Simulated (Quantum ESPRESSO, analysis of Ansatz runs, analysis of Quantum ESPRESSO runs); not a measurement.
# Li-H pair in ZnO: local vibrational mode, PBE (Quantum ESPRESSO), part 2 of 3

Aim: the local vibrational mode of the Li-H pair in ZnO, to be set beside the measurement. Set-up: PBE, GBRV 1.5 PBE, 72-site cell, PBE lattice, k: the zone centre alone, anharmonic cut along the mode. The model is a cell of 72 host atoms with Li put on another atom's site and H put in between. The frequencies come from force constants among the defect atom and its neighbours, with the masses of the isotopes named.

Quantum ESPRESSO 7.5; PBE, GBRV 1.5 PBE, 72-site cell, PBE lattice, k: the zone centre alone, anharmonic cut along the mode.

So far: The starting structure; Relaxation, charge 0.

## Step 2: Relaxation, charge 0 (continued)

Level of this step: Quantum ESPRESSO plane-wave DFT, PBE, GBRV 1.5 PBE potentials; relaxation of all atoms of a defect supercell (Quantum ESPRESSO).

Step by step (22 of 25):

```csv
step,energy less that of the first step (eV)
0,0.0000
1,-0.3621
2,-0.6679
3,-0.7748
5,-0.8360
6,-0.8581
7,-0.8701
8,-0.8824
9,-0.8936
10,-0.8991
11,-0.9039
13,-0.9099
14,-0.9117
15,-0.9129
16,-0.9136
17,-0.9139
18,-0.9141
19,-0.9142
21,-0.9143
22,-0.9144
23,-0.9145
24,-0.9145
```

The atoms that moved most (Å):

```csv
atom,dx,dy,dz,length
Li38,0.006,-0.001,-0.389,0.389
Zn29,-0.002,-0.122,0.089,0.151
Zn37,-0.111,0.050,0.067,0.139
Zn61,0.076,0.060,0.077,0.123
O35,-0.004,0.004,0.112,0.112
Zn34,0.017,-0.006,0.091,0.093
O39,0.009,-0.001,-0.083,0.084
Zn33,-0.070,0.020,0.006,0.073
```

The atoms nearest to the centre after the run:

```csv
atom,distance (Å)
H73,0.584
Li38,1.480
O39,1.566
O60,2.276
O28,2.281
O36,2.289
Zn37,2.896
Zn29,2.899
Zn61,2.904
```

Neighbours of the added atoms: H73: O39 0.98, Li38 2.06, Zn61 2.50 Å.

## Step 3: Atom Zn29 moved by 0.015 A along x

Force constants come from the forces after small displacements. One such run is shown.

This step: Quantum ESPRESSO plane-wave DFT, PBE, GBRV 1.5 PBE potentials; single point of a defect supercell.

pw.in

```
&CONTROL
  calculation = 'scf'
  prefix = 'pwscf'
  outdir = './tmp'
  pseudo_dir = './pseudo'
  tprnfor = .true.
  disk_io = 'low'
/
&SYSTEM
  ibrav = 0
  nat = 73
  ntyp = 4
  ecutwfc = 45
  ecutrho = 360
  nbnd = 464
  occupations = 'smearing'
  smearing = 'fd'
  degauss = 0.00073499
  nosym = .true.
/
&ELECTRONS
  conv_thr = 1d-10
  electron_maxstep = 100
  mixing_beta = 0.5
/
ATOMIC_SPECIES
Zn    65.3800 zn_pbe_v1.uspp.F.UPF
O     15.9990 o_pbe_v1.2.uspp.F.UPF
Li     6.9400 li_pbe_v1.4.uspp.F.UPF
H      1.0080 h_pbe_v1.4.uspp.F.UPF
CELL_PARAMETERS angstrom
   9.8424224608    0.0000000000    0.0000000000
  -4.9212112304    8.5237879669    0.0000000000
   0.0000000000    0.0000000000   10.5930620368
ATOMIC_POSITIONS crystal
Zn     0.1103004977    0.2220847032    0.2517696645
Zn     0.2198280331    0.1099917459    0.0008488151
[... 25 atom lines left out ...]
O      0.4448570870    0.2236985440    0.4374798567
Zn     0.4396226741    0.2096979463    0.7571778236
Zn     0.5537236292    0.1149320940    0.4983383999
[... 5 atom lines left out ...]
O      0.4446838625    0.5552425996    0.4372681402
Zn     0.4382850212    0.5619534198    0.7568668453
Li     0.5548162239    0.4445618096    0.4194537890
O      0.5559374452    0.4446026274    0.7070317666
[... 20 atom lines left out ...]
O      0.7757720482    0.5548627542    0.4377062803
Zn     0.7907979592    0.5622539455    0.7575426520
Zn     0.8848779916    0.4462302530    0.4983900143
[... 7 atom lines left out ...]
Zn     0.8849755792    0.7726173310    0.4984289206
[... 2 atom lines left out ...]
H      0.5570751485    0.4446860944    0.6143267262
K_POINTS gamma
```

Started as:

```bash
> OMP_NUM_THREADS=1 pw.x -in pw.in > pw.out
```

What it wrote:

```text
[banner, memory and clock lines left out]
          URL

     gamma-point specific algorithms are used

     G-vector sticks info

     bravais-lattice index     =            0
     lattice parameter (alat)  =      18.5995  a.u.
     unit-cell volume          =    5997.2583 (a.u.)^3
     number of atoms/cell      =           73
     number of atomic types    =            4
     number of electrons       =       920.00
     number of Kohn-Sham states=          464
     kinetic-energy cutoff     =      45.0000  Ry
     charge density cutoff     =     360.0000  Ry
     scf convergence threshold =      1.0E-10
     mixing beta               =       0.5000
     number of iterations used =            8  plain     mixing
     Exchange-correlation=  SLA  PW   PBX  PBC
                           (   1   4   3   4   0   0   0)

     celldm(1)=  18.599483  celldm(2)=   0.000000  celldm(3)=   0.000000
     celldm(4)=   0.000000  celldm(5)=   0.000000  celldm(6)=   0.000000

     crystal axes: (cart. coord. in units of alat)
               a(1) = (   1.000000   0.000000   0.000000 )
               a(2) = (  -0.500000   0.866025   0.000000 )
               a(3) = (   0.000000   0.000000   1.076266 )

     reciprocal axes: (cart. coord. in units 2 pi/alat)
               b(1) = (  1.000000  0.577350 -0.000000 )
               b(2) = (  0.000000  1.154701  0.000000 )
               b(3) = (  0.000000 -0.000000  0.929139 )

     PseudoPot. # 1 for Zn read from file:
     zn_pbe_v1.uspp.F.UPF
     Pseudo is Ultrasoft, Zval = 20.0
     Generated by new atomic code, or converted to UPF format
     Using radial grid of  943 points,  6 beta functions with:
                l(1) =   0
                l(2) =   0
                l(3) =   1
                l(4) =   1
                l(5) =   2
                l(6) =   2
     Q(r) pseudized with  8 coefficients,  rinner =    1.100   1.100   1.100
                                                       1.100   1.100

     PseudoPot. # 2 for O  read from file:
     o_pbe_v1.2.uspp.F.UPF
     Pseudo is Ultrasoft + core correction, Zval =  6.0
     Generated by new atomic code, or converted to UPF format
     Using radial grid of  737 points,  5 beta functions with:
                l(1) =   0
                l(2) =   0
                l(3) =   1
                l(4) =   1
[...]
Q(r) pseudized with  8 coefficients,  rinner =    0.900   0.900   0.900
                                                       0.900   0.900

     PseudoPot. # 3 for Li read from file:
     li_pbe_v1.4.uspp.F.UPF
     Pseudo is Ultrasoft, Zval =  3.0
     Generated by new atomic code, or converted to UPF format
     Using radial grid of  751 points,  5 beta functions with:
[...]
l(3) =   0
                l(4) =   1
                l(5) =   1
     Q(r) pseudized with 10 coefficients,  rinner =    1.150   1.150   1.150

     PseudoPot. # 4 for H  read from file:
     h_pbe_v1.4.uspp.F.UPF
     Pseudo is Ultrasoft, Zval =  1.0
     Generated by new atomic code, or converted to UPF format
     Using radial grid of  615 points,  2 beta functions with:
                l(1) =   0
                l(2) =   0
     Q(r) pseudized with  8 coefficients,  rinner =    0.700

     atomic species   valence    mass     pseudopotential
     Zn               20.00    65.38000     Zn( 1.00)
     O                 6.00    15.99900     O ( 1.00)
     Li                3.00     6.94000     Li( 1.00)
     H                 1.00     1.00800     H ( 1.00)

     No symmetry found

   Cartesian axes

     site n.     atom                  positions (alat units)
         1        Zn     tau(   1) = (  -0.0007419   0.1923310   0.2709711  )
         2        Zn     tau(   2) = (   0.1648322   0.0952556   0.0009136  )
         3        O      tau(   3) = (   0.1647453   0.0952037   0.2033128  )
         4        O      tau(   4) = (  -0.0003764   0.1925303   0.4739020  )
         5        Zn     tau(   5) = (  -0.0004821   0.1923664   0.8065577  )
         6        Zn     tau(   6) = (   0.1697928   0.0994784   0.5363367  )
         7        O      tau(   7) = (   0.1668251   0.0969737   0.7420084  )
         8        O      tau(   8) = (  -0.0003193   0.1924643   1.0102733  )
         9        Zn     tau(   9) = (  -0.1669675   0.4815145   0.2721161  )
        10        Zn     tau(  10) = (  -0.0019071   0.3841342   0.0007818  )
        11        O      tau(  11) = (  -0.0021439   0.3841715   0.2032087  )
        12        O      tau(  12) = (  -0.1671387   0.4804901   0.4749530  )
        13        Zn     tau(  13) = (  -0.1667029   0.4810446   0.8054346  )
        14        Zn     tau(  14) = (   0.0040137   0.3864526   0.5362818  )
        15        O      tau(  15) = (   0.0005743   0.3849570   0.7419799  )
        16        O      tau(  16) = (  -0.1668299   0.4816284   1.0095396  )
        17        Zn     tau(  17) = (  -0.3333661   0.7698123   0.2721444  )
        18        Zn     tau(  18) = (  -0.1667676   0.6737374   0.0005755  )
        19        O      tau(  19) = (  -0.1669326   0.6737305   0.2042066  )
        20        O      tau(  20) = (  -0.3343500   0.7702857   0.4749693  )
[...]
ethr =  9.20E-06,  avg # of iterations =  7.0

     total energy              =  -17334.98459823 Ry
     estimated scf accuracy    <       0.02159658 Ry

     iteration #  6     ecut=    45.00 Ry     beta= 0.50
     Davidson diagonalization with overlap
     ethr =  2.35E-06,  avg # of iterations = 14.0

     total energy              =  -17334.98547437 Ry
     estimated scf accuracy    <       0.00423441 Ry

     iteration #  7     ecut=    45.00 Ry     beta= 0.50
     Davidson diagonalization with overlap
     ethr =  4.60E-07,  avg # of iterations =  6.0

     total energy              =  -17334.98616265 Ry
     estimated scf accuracy    <       0.00035760 Ry

     iteration #  8     ecut=    45.00 Ry     beta= 0.50
     Davidson diagonalization with overlap
     ethr =  3.89E-08,  avg # of iterations =  3.0

     total energy              =  -17334.98624307 Ry
     estimated scf accuracy    <       0.00007752 Ry

     iteration #  9     ecut=    45.00 Ry     beta= 0.50
     Davidson diagonalization with overlap
     ethr =  8.43E-09,  avg # of iterations =  4.0

     total energy              =  -17334.98625205 Ry
     estimated scf accuracy    <       0.00002921 Ry

     iteration # 10     ecut=    45.00 Ry     beta= 0.50
     Davidson diagonalization with overlap
     ethr =  3.18E-09,  avg # of iterations =  3.0

     total energy              =  -17334.98625796 Ry
     estimated scf accuracy    <       0.00000091 Ry

     iteration # 11     ecut=    45.00 Ry     beta= 0.50
     Davidson diagonalization with overlap
     ethr =  9.89E-11,  avg # of iterations =  4.0

     total energy              =  -17334.98625811 Ry
     estimated scf accuracy    <       0.00000084 Ry

     iteration # 12     ecut=    45.00 Ry     beta= 0.50
     Davidson diagonalization with overlap
     ethr =  9.12E-11,  avg # of iterations =  3.0

     total energy              =  -17334.98625821 Ry
     estimated scf accuracy    <       0.00000006 Ry

     iteration # 13     ecut=    45.00 Ry     beta= 0.50
     Davidson diagonalization with overlap
     ethr =  6.26E-12,  avg # of iterations =  3.0

     total energy              =  -17334.98625823 Ry
     estimated scf accuracy    <          8.1E-09 Ry

     iteration # 14     ecut=    45.00 Ry     beta= 0.50
     Davidson diagonalization with overlap
     ethr =  8.81E-13,  avg # of iterations =  3.0

     total energy              =  -17334.98625823 Ry
     estimated scf accuracy    <          2.8E-09 Ry

     iteration # 15     ecut=    45.00 Ry     beta= 0.50
     Davidson diagonalization with overlap
     ethr =  3.02E-13,  avg # of iterations =  2.0

     total energy              =  -17334.98625823 Ry
     estimated scf accuracy    <          3.0E-10 Ry

     iteration # 16     ecut=    45.00 Ry     beta= 0.50
     Davidson diagonalization with overlap
     ethr =  1.00E-13,  avg # of iterations =  2.0

     End of self-consistent calculation

          k = 0.0000 0.0000 0.0000 ( 15280 PWs)   bands (ev):

  -115.6002-115.5985-115.5972-115.4585-115.3887-115.3809-115.3758-115.3744
  -115.3730-115.3727-115.3720-115.3716-115.3693-115.3679-115.3614-115.3590
  -115.3588-115.3490-115.3325-115.3321-115.3305-115.3288-115.3277-115.3269
  -115.3213-115.3201-115.3195-115.2644-115.2483-115.1979-115.1936-115.1911
  -115.1906-115.1884-115.1828 -69.8398 -69.8376 -69.8359 -69.7746 -69.7746
   -69.7737 -69.7724 -69.7709 -69.7707 -69.6556 -69.6555 -69.6515 -69.5872
   -69.5861 -69.5807 -69.5795 -69.5780 -69.5775 -69.5763 -69.5743 -69.5738
   -69.5731 -69.5729 -69.5714 -69.5706 -69.5697 -69.5694 -69.5685 -69.5680
   -69.5675 -69.5671 -69.5671 -69.5658 -69.5657 -69.5655 -69.5650 -69.5646
   -69.5643 -69.5642 -69.5633 -69.5620 -69.5605 -69.5586 -69.5573 -69.5572
   -69.5571 -69.5551 -69.5551 -69.5549 -69.5546 -69.5513 -69.5489 -69.5453
   -69.5413 -69.5362 -69.5351 -69.5343 -69.5329 -69.5324 -69.5309 -69.5274
   -69.5268 -69.5252 -69.5247 -69.5243 -69.5228 -69.5227 -69.5217 -69.5210
   -69.5187 -69.5175 -69.5171 -69.5168 -69.5161 -69.5159 -69.5153 -69.5148
   -69.5143 -69.5139 -69.5126 -69.5117 -69.4699 -69.4554 -69.4553 -69.4536
[...]
6.8163   6.8646   6.8722   6.9023   6.9084   6.9094   6.9216   6.9244
     6.9273   6.9412   6.9424   6.9832   7.0154   7.0155   7.0412   7.1947
     7.2801   7.2813   7.3050   7.3054   7.3325   7.3877   7.3881   7.4653
     7.4663   7.5319   7.5450   7.5456   7.6009   7.6626   7.6638   7.7495
     7.7499   7.9987   8.0946   8.0949   8.8915  11.4474  11.5357  12.2057

     the Fermi energy is     8.5555 ev

!    total energy              =  -17334.98625823 Ry
     estimated scf accuracy    <          3.9E-11 Ry
     smearing contrib. (-TS)   =      -0.00000000 Ry
     internal energy E=F+TS    =  -17334.98625823 Ry

     The total energy is F=E-TS. E is the sum of the following terms:
     one-electron contribution =  -14530.05921889 Ry
     hartree contribution      =    7629.73808662 Ry
     xc contribution           =   -1747.47169679 Ry
     ewald contribution        =   -8687.19342918 Ry

     convergence has been achieved in  16 iterations

     Forces acting on atoms (cartesian axes, Ry/au):

     atom    1 type  1   force =     0.00008105    0.00002978    0.00000713
     atom    2 type  1   force =     0.00003221    0.00015738   -0.00031292
     atom    3 type  2   force =     0.00000939   -0.00002088   -0.00000443
     atom    4 type  2   force =    -0.00015330    0.00007951   -0.00022307
     atom    5 type  1   force =     0.00081070   -0.00019639    0.00001005
     atom    6 type  1   force =    -0.00003446   -0.00003897    0.00074472
     atom    7 type  2   force =     0.00238436    0.00104646    0.00108435
     atom    8 type  2   force =    -0.00006716    0.00010430    0.00016481
     atom    9 type  1   force =     0.00003477   -0.00002011    0.00003431
     atom   10 type  1   force =     0.00016023   -0.00008126    0.00000326
[...]
atom   69 type  1   force =     0.00010171    0.00008217    0.00016731
     atom   70 type  1   force =     0.00014776    0.00009990   -0.00003279
     atom   71 type  2   force =    -0.00018931   -0.00028026    0.00004607
     atom   72 type  2   force =    -0.00010152   -0.00005905   -0.00005014
     atom   73 type  4   force =    -0.00014260   -0.00001060   -0.00036436

     Total force =     0.008109     Total SCF correction =     0.000019
```

Run time: 8.7 min. Hardware: 1 thread of Arm Neoverse V2, shared host; peak memory 2.1 GiB.

## Step 4: Local vibrational modes

Analysis of the runs above: force constants by central differences of Quantum ESPRESSO plane-wave DFT, PBE, GBRV 1.5 PBE potentials forces among the atoms nearest to a defect, the others at rest.

The modes with the largest weight on the probed atoms (the light atom of a pair), for the masses of each isotope. Modes of the displaced atoms (local only where they lie over the host's phonons):

```csv
isotopes,mode (cm⁻¹),share of the defect atoms
H,3778,0.944
H,657.8,0.825
H,655.6,0.823
D,2747,0.892
D,526.4,0.345
D,330.7,0.347
```

(Part 2 of 3 ends here.)

[Logs are printed without paths, hosts, clocks, repeated set-up lines and the standing remarks that a program may print on its own settings, such as how far it seeks lower states.]

[Hosts, paths, dates, database ids (printed as entryN), source tags and the programs' standing remarks are cut or masked in the printed files.]

[For some hosts the program warned that the k-mesh of the response run may be too coarse for force constants and the static dielectric constant; such warnings are not shown here.]
